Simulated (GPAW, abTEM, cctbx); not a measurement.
# Cs4BiRh: the scripts behind a bonding study

Short scripts, each with its output. The cell comes from substitution in a known structure type and wasn't matched to any measured phase.

## Step 1: Relax the structure

```text
cell
1.0
     0.000000000    5.634000000    5.634000000
     5.634000000    0.000000000    5.634000000
     5.634000000    5.634000000    0.000000000
Bi Cs Rh
1 4 1
Direct
0.000000000 0.000000000 0.000000000
0.623900000 0.623900000 0.623900000
0.128300000 0.623900000 0.623900000
0.623900000 0.128300000 0.623900000
0.623900000 0.623900000 0.128300000
0.250000000 0.250000000 0.250000000
```

```python
from ase.constraints import FixSymmetry
from ase.filters import FrechetCellFilter
from ase.io import read, write
from ase.optimize import BFGS
from ase.parallel import parprint
from gpaw import GPAW, PW, FermiDirac

atoms = read("start.vasp")
atoms.set_constraint(FixSymmetry(atoms))
atoms.calc = GPAW(mode=PW(570), xc="PBE", kpts={"size": (3, 3, 3), "gamma": True},
                 occupations=FermiDirac(0.1), maxiter=120, symmetry={"tolerance": 1e-5}, txt="relax.txt")
BFGS(FrechetCellFilter(atoms), maxstep=0.15).run(fmax=0.03, steps=40)
parprint("cell  %.4f %.4f %.4f  %.2f %.2f %.2f" % tuple(atoms.cell.cellpar()))
parprint("volume %.3f A^3, largest force %.3f eV/A, largest stress %.2f GPa" % (atoms.get_volume(), abs(atoms.get_forces()).max(), 160.218 * abs(atoms.get_stress()).max()))
atoms.set_constraint()
write("relaxed.vasp", atoms, direct=True)
```

```console
$ OMP_NUM_THREADS=1 mpirun -n 4 gpaw python run.py > gpaw.log
```

```text
      Step        Energy          fmax
BFGS:    0      -10.814237        0.378623
BFGS:    1      -10.820773        0.374821
BFGS:    2      -10.972236        0.288805
BFGS:    3      -11.058033        0.236986
BFGS:    4      -11.074876        0.354202
BFGS:    5      -11.082369        0.326592
BFGS:    6      -11.129530        0.030285
BFGS:    7      -11.130175        0.004655
cell  7.3505 7.3505 7.3505  60.00 60.00 60.00
volume 280.830 A^3, largest force 0.003 eV/A, largest stress 0.01 GPa
```

Time: 1.9 min on 4 cores of Arm Neoverse V2 (shared host), peak memory 1.5 GiB.

## Step 2: Build the all-electron density and subtract free atoms

```text
cell
1.0
     0.000000000    5.197617905    5.197617905
     5.197617905    0.000000000    5.197617905
     5.197617905    5.197617905    0.000000000
Bi Cs Rh
1 4 1
Direct
0.000000000 0.000000000 0.000000000
0.375231830 0.874304510 0.375231830
0.375231830 0.375231830 0.874304510
0.874304510 0.375231830 0.375231830
0.375231830 0.375231830 0.375231830
0.750000000 0.750000000 0.750000000
```

```python
import numpy as np
from ase.io import read
from ase.units import Bohr
from gpaw import GPAW, PW, FermiDirac
from gpaw.calculator import GPAW as OldGPAW
from gpaw.mpi import serial_comm, world
from scipy.special import erfc
from scipy.spatial import cKDTree

atoms = read("cell.vasp")
atoms.calc = GPAW(mode=PW(450), xc="PBE", kpts={"size": (4, 4, 4), "gamma": True},
                 occupations=FermiDirac(0.1), maxiter=120, symmetry={"tolerance": 1e-5}, txt="scf.txt")
atoms.get_potential_energy()
rho = atoms.calc.get_all_electron_density(gridrefinement=2)
moments = atoms.get_magnetic_moments() if atoms.calc.get_number_of_spins() == 2 else np.zeros(len(atoms))
total = atoms.get_magnetic_moment() if moments.any() else 0.0
if world.rank == 0:
    free = OldGPAW(mode=PW(450), xc="PBE", txt=None, communicator=serial_comm)
    neutral = atoms.copy()
    neutral.set_initial_magnetic_moments(None)
    free.initialize(neutral)
    free.set_positions(neutral)
    drho = rho - free.get_all_electron_density(gridrefinement=2)
    # GPAW starts from confined atoms: exchange their smooth part for that of the datasets' free atoms
    h = np.stack(np.meshgrid(*[np.fft.fftfreq(n, 1 / n) for n in drho.shape], indexing="ij"), -1)
    gabs = np.linalg.norm(h @ atoms.cell.reciprocal(), axis=-1)
    tails = np.fft.fftn(free.get_pseudo_density(gridrefinement=2))
    g, form, v0 = np.linspace(0, gabs.max(), 1500), {}, 0
    for e in set(atoms.symbols):
        idx = atoms.symbols.search(e)
        d = free.setups[idx[0]].data
        r, w = d.rgd.r_g * Bohr, d.rgd.r_g**2 * d.rgd.dr_g
        j0 = np.sinc(2 * g[:, None] * r)
        smooth = sum(f * p**2 for f, p in zip(d.f_j, d.phit_jg)) + np.sqrt(4 * np.pi) * d.nct_g
        full = sum(f * p**2 for f, p in zip(d.f_j, d.phi_jg)) + np.sqrt(4 * np.pi) * d.nc_g
        phase = sum(np.exp(-2j * np.pi * h @ s) for s in atoms.get_scaled_positions()[idx])
        tails -= np.interp(gabs, g, j0 @ (smooth * w)) * phase * drho.size / atoms.get_volume()
        form[e] = j0 @ (full * w)
        v0 += 2 * np.pi / 3 * 14.3996 * (full * w * r**2).sum() * len(idx)  # V A^3
    tails *= 0.5 * erfc((gabs - 1.8) / 0.25)  # the tails differ at long wavelengths alone
    drho += np.fft.ifftn(tails).real  # crystal minus superposed spherical free atoms
    np.save("drho.npy", drho)
    dv = atoms.get_volume() / drho.size
    print("grid", drho.shape, " electrons %.3f" % (rho.sum() * dv), " moved by bonding %.3f e" % (abs(drho).sum() * dv / 2))
    pts = np.indices(drho.shape).reshape(3, -1).T / drho.shape @ atoms.cell
    shifts = (np.indices((3, 3, 3)).reshape(3, -1).T - 1) @ atoms.cell
    images = (atoms.positions[None] + shifts[:, None]).reshape(-1, 3)
    dist, idx = cKDTree(images).query(pts, k=4)
    out = drho.ravel()[dist[:, 0] > 0.5]
    print("deformation density beyond 0.5 A of the nuclei: max %.3f, min %.3f e/A^3" % (out.max(), out.min()))
    tie = dist < dist[:, :1] + 1e-4
    q = -np.bincount((idx % len(atoms))[tie], (drho.ravel()[:, None] / tie.sum(1, keepdims=True) * tie)[tie], len(atoms)) * dv
    print("atom        x       y       z   Voronoi charge  moment")
    for a, s, c, m in zip(atoms, atoms.get_scaled_positions(), q, moments):
        print("%-2s%-3d %7.4f %7.4f %7.4f %10.3f %10.2f" % (a.symbol, a.index + 1, *s, c, m))
    np.savez("free.npz", g=g, **form)
    print("mean inner potential of superposed free atoms %.3f V" % (v0 / atoms.get_volume()))
    print("total magnetic moment %.3f muB" % total)
```

```console
$ OMP_NUM_THREADS=1 mpirun -n 4 gpaw python run.py > gpaw.log
```

```text
grid (72, 72, 72)  electrons 348.000  moved by bonding 0.916 e
deformation density beyond 0.5 A of the nuclei: max 0.103, min -0.154 e/A^3
atom        x       y       z   Voronoi charge  moment
Bi1    0.0000  0.0000  0.0000     -0.374       0.00
Cs2    0.3752  0.8743  0.3752      0.176       0.00
Cs3    0.3752  0.3752  0.8743      0.176       0.00
Cs4    0.8743  0.3752  0.3752      0.176       0.00
Cs5    0.3752  0.3752  0.3752      0.176       0.00
Rh6    0.7500  0.7500  0.7500     -0.330       0.00
mean inner potential of superposed free atoms 14.475 V
total magnetic moment 0.000 muB
```

Time: 18 s.

## Step 3: Fourier-transform the difference

```python
from cctbx import adptbx, crystal, miller, xray
from cctbx.eltbx import tiny_pse
import numpy as np

cs = crystal.symmetry(unit_cell=(10.3952, 10.3952, 10.3952, 90, 90, 90), space_group_symbol='Hall: F -4 2 3')  # F-43m
atoms = [  # label, site, U (iso, or U11 U22 U33 U12 U13 U23 in A^2), occupancy
    ("Bi1", (0, 0, 0), 0.0000, 1),
    ("Cs1", (0.12477, 0.87523, 0.62477), 0.0000, 1),
    ("Rh1", (0.25, 0.25, 0.75), 0.0000, 1),
]
xs = xray.structure(crystal_symmetry=cs)
for label, site, u, occ in atoms:
    u = adptbx.u_cif_as_u_star(cs.unit_cell(), u) if isinstance(u, tuple) else u
    xs.add_scatterer(xray.scatterer(label, site=site, u=u, occupancy=occ))
xs.scattering_type_registry(table="wk1995")
drho = np.load("drho.npy")
T = np.array([[-1, 1, 1], [1, -1, 1], [1, 1, -1]])  # conventional axes in terms of the primitive ones
dF = np.fft.ifftn(drho) * 1123.31882  # electrons a conventional cell, indexed by primitive hkl
ms = miller.build_set(cs, anomalous_flag=False, d_min=0.9).sort("resolution")
iam = ms.structure_factors_from_scatterers(xs, algorithm="direct").f_calc()
p1 = xs.expand_to_p1()
z = np.array([tiny_pse.table(sc.scattering_type).atomic_number() for sc in p1.scatterers()])
x = np.array(p1.sites_frac())
free = np.load("free.npz")
print("static structure factors of the conventional cell: F in electrons, V (Mott-Bethe) in volts")
print("   h  k  l      d  |F| table  |F| free   |F| DFT   change   |V| free  |V| DFT  change %")
for h, d, table in list(zip(ms.indices(), ms.d_spacings().data(), iam.data()))[:16]:
    df = dF[tuple(np.rint(np.linalg.solve(T, h)).astype(int))]
    phase = np.exp(2j * np.pi * x @ h)
    f = sum(np.interp(1 / d, free["g"], free[sc.scattering_type]) * p for sc, p in zip(p1.scatterers(), phase))
    fz = (z * phase).sum()
    c = 14.3996 * d * d / (np.pi * cs.unit_cell().volume())
    v0, v1 = abs(fz - f) * c, abs(fz - f - df) * c
    print("%4d%3d%3d %7.4f %9.3f %9.3f %9.3f %8.3f %9.3f %8.3f %8s" % (h + (d, abs(table), abs(f), abs(f + df), abs(f + df) - abs(f), v0, v1, "%.1f" % (100 * (v1 / v0 - 1)) if v0 > 0.02 else "-")))
```

```console
$ python run.py
```

```text
static structure factors of the conventional cell: F in electrons, V (Mott-Bethe) in volts
   h  k  l      d  |F| table  |F| free   |F| DFT   change   |V| free  |V| DFT  change %
   1  1  1  6.0017   122.731   122.932   121.977   -0.954     1.582    1.825     15.3
   0  2  0  5.1976   149.134   148.939   148.813   -0.126     0.618    0.632      2.2
   0  2  2  3.6753   461.425   461.102   461.833    0.731     2.806    2.765     -1.4
   1  3  1  3.1343   697.040   696.878   696.225   -0.653     4.509    4.534      0.6
   2  2  2  3.0008   751.651   751.840   751.216   -0.624     5.210    5.232      0.4
   0  4  0  2.5988   280.979   281.640   282.159    0.520     2.380    2.365     -0.6
   1  3  3  2.3848   109.962   110.236   110.395    0.159     0.716    0.703     -1.8
   0  4  2  2.3244   133.070   133.185   132.977   -0.208     0.359    0.363      1.3
   2  4  2  2.1219   405.567   405.313   405.094   -0.220     1.960    1.964      0.2
   1  5  1  2.0006   614.644   614.794   614.668   -0.126     3.192    3.194      0.1
   3  3  3  2.0006   613.518   613.667   613.823    0.156     3.189    3.187     -0.1
   0  4  4  1.8376  1016.994  1017.409  1017.158   -0.251     5.161    5.165      0.1
   1  5  3  1.7571    98.451    98.606    98.612    0.006     0.503    0.505      0.3
   2  4  4  1.7325   129.859   129.884   129.984    0.100     0.302    0.301     -0.4
   0  6  0  1.7325   122.737   122.756   122.765    0.008     0.265    0.265     -0.0
   0  6  2  1.6436   370.330   370.278   370.243   -0.035     1.562    1.562      0.0
```

Time: 0.25 s on 1 core of Arm Neoverse V2 (shared host), peak memory 0.09 GiB.

## Step 4: Rock the beam across one reflection

```python
import abtem
import numpy as np
from ase.build import make_supercell
from ase.io import read

abtem.config.set({"dask.lazy": False, "fft": "fftw", "diagnostics.progress_bar": False})
M = [[-1, 1, -1], [-1, 1, 1], [1, 1, -1]]  # rows: x, y and beam direction in the primitive cell's axes
unit = make_supercell(read("cell.vasp"), M)
unit.set_cell(list(unit.cell.lengths()) + [90, 90, 90], scale_atoms=True)
unit.positions[:, 2] += 0.6497  # keeps atomic planes off the slice boundaries
unit.wrap()
slab = unit * (1, 1, 88)
print(slab.get_chemical_formula(), "| box %.2f x %.2f x %.2f A" % tuple(slab.cell.lengths()))

# change of the potential by bonding, from the DFT deformation density (Poisson's equation term by term)
drho = np.load("drho.npy")
prim = read("cell.vasp")
h = np.stack(np.meshgrid(*[np.fft.fftfreq(n, 1 / n) for n in drho.shape], indexing="ij"), -1).reshape(-1, 3).astype(int)
g2 = ((h @ prim.cell.reciprocal()) ** 2).sum(1)
keep = (g2 > 0) & (g2 < 2.5**2)
shape = (232, 232, 64)
vg = np.zeros(shape, complex)
hm = h[keep] @ np.array(M).T
move = np.exp(-2j * np.pi * hm[:, 2] * (0.6497 / unit.cell[2, 2] - 0.5 / shape[2]))  # the same shift, sampled at mid-points
vg[tuple(hm.T % np.array(shape)[:, None])] = -14.3996 / np.pi * (np.fft.fftn(drho).ravel() / drho.size)[keep] / g2[keep] * move
dV = np.fft.ifftn(vg).real * vg.size
dV = dV.reshape(232, 232, 8, 8).mean(3) * unit.cell[2, 2] / 8  # V A, projected in each slice
dV = np.tile(dV.transpose(2, 0, 1), (88, 1, 1))


def build(atoms):
    p = abtem.Potential(atoms, gpts=(232, 232), slice_thickness=[slab.cell[2, 2] / 704] * 704,
                        parametrization="lobato", projection="infinite", exit_planes=176).build()
    p.array[:] += BONDING * dV
    return p


def potentials():
    yield build(slab)  # atoms at rest


for label, BONDING in (("IAM", 0.0), ("DFT", 1.0)):
    print("=====", label)
    potential = build(slab)
    print("grid", potential.gpts, "slices", potential.num_slices)
    thickness = potential.exit_thicknesses
    h = np.array(M) @ np.linalg.solve(np.array([[-1, 1, 1], [1, -1, 1], [1, 1, -1]]), [2, 0, 0])
    ix, iy = round(h[0]) * 1, round(h[1]) * 1
    gxy = h[:2] / unit.cell.lengths()[:2]
    along = gxy / np.hypot(*gxy)
    across = np.array([-along[1], along[0]])
    bragg = 500 * abtem.PlaneWave(energy=200000).wavelength * np.hypot(*gxy)
    print("Bragg angle %.3f mrad; beam tilted 46 mrad off the zone axis across the row" % bragg)
    print("dark-field intensity of 2 0 0 against tilt along the row, in Bragg angles")
    print("  t (A)" + "".join("%8.2f" % s for s in [0.2, 0.4, 0.6, 0.8, 1.0, 1.2, 1.4, 1.6, 1.8, 2.0, 2.2, 2.4, 2.6]))
    rows = []
    row = [(n * ix, n * iy) for n in range(-8, 9)]
    for s in [0.2, 0.4, 0.6, 0.8, 1.0, 1.2, 1.4, 1.6, 1.8, 2.0, 2.2, 2.4, 2.6]:
        tilt = -s * bragg * along + 46 * across
        dp = abtem.PlaneWave(energy=200000, tilt=tuple(tilt)).multislice(potential).diffraction_patterns(max_angle="valid").array
        rows.append(dp[:, dp.shape[1] // 2 + ix, dp.shape[2] // 2 + iy])
        if s == 1.0:
            cx, cy = dp.shape[1] // 2, dp.shape[2] // 2
            share = sum(dp[:, cx + i, cy + j] for i, j in row if abs(i) < cx and abs(j) < cy) / dp.sum(axis=(1, 2))
            total = dp.sum(axis=(1, 2))
    for t, a in list(zip(thickness, np.array(rows).T))[1:]:
        print("%7.1f" % t + "".join("%8.4f" % v for v in a))
    print("at the Bragg tilt, share in the row:", share[1:].round(3).tolist(), "total:", total[1:].round(3).tolist())
```

```console
$ python run.py
```

```text
Bi352Cs1408Rh352 | box 10.40 x 10.40 x 914.78 A
===== IAM
grid (232, 232) slices 704
Bragg angle 2.413 mrad; beam tilted 46 mrad off the zone axis across the row
dark-field intensity of 2 0 0 against tilt along the row, in Bragg angles
  t (A)    0.20    0.40    0.60    0.80    1.00    1.20    1.40    1.60    1.80    2.00    2.20    2.40    2.60
  228.7  0.0022  0.0022  0.0023  0.0025  0.0026  0.0024  0.0022  0.0021  0.0020  0.0021  0.0025  0.0032  0.0039
  457.4  0.0017  0.0006  0.0008  0.0013  0.0014  0.0013  0.0008  0.0005  0.0011  0.0012  0.0008  0.0016  0.0050
  686.1  0.0008  0.0016  0.0032  0.0061  0.0069  0.0063  0.0036  0.0018  0.0005  0.0075  0.0024  0.0005  0.0010
  914.8  0.0003  0.0040  0.0156  0.0202  0.0271  0.0198  0.0152  0.0034  0.0005  0.0163  0.0037  0.0011  0.0022
at the Bragg tilt, share in the row: [0.8190000057220459, 0.7310000061988831, 0.6399999856948853, 0.5860000252723694] total: [0.9890000224113464, 0.9729999899864197, 0.9580000042915344, 0.9470000267028809]
===== DFT
grid (232, 232) slices 704
Bragg angle 2.413 mrad; beam tilted 46 mrad off the zone axis across the row
dark-field intensity of 2 0 0 against tilt along the row, in Bragg angles
  t (A)    0.20    0.40    0.60    0.80    1.00    1.20    1.40    1.60    1.80    2.00    2.20    2.40    2.60
  228.7  0.0024  0.0024  0.0025  0.0026  0.0028  0.0026  0.0024  0.0022  0.0022  0.0023  0.0027  0.0034  0.0041
  457.4  0.0018  0.0007  0.0010  0.0015  0.0016  0.0015  0.0009  0.0006  0.0012  0.0013  0.0009  0.0018  0.0053
  686.1  0.0009  0.0015  0.0033  0.0063  0.0072  0.0064  0.0036  0.0017  0.0006  0.0076  0.0024  0.0004  0.0011
  914.8  0.0004  0.0038  0.0161  0.0209  0.0281  0.0205  0.0157  0.0033  0.0006  0.0169  0.0037  0.0010  0.0021
at the Bragg tilt, share in the row: [0.8190000057220459, 0.7310000061988831, 0.6399999856948853, 0.5870000123977661] total: [0.9890000224113464, 0.9729999899864197, 0.9580000042915344, 0.9480000138282776]
```

Time: 98 s.

[Outputs are excerpts: Python notices, other lines and further rows are left out; steps that failed or that the build refused (PBEsol, TPSS) are not shown.]

[Logs are printed without paths, hosts, clocks, repeated set-up lines and the standing remarks that a program may print on its own settings, such as how far it seeks lower states.]
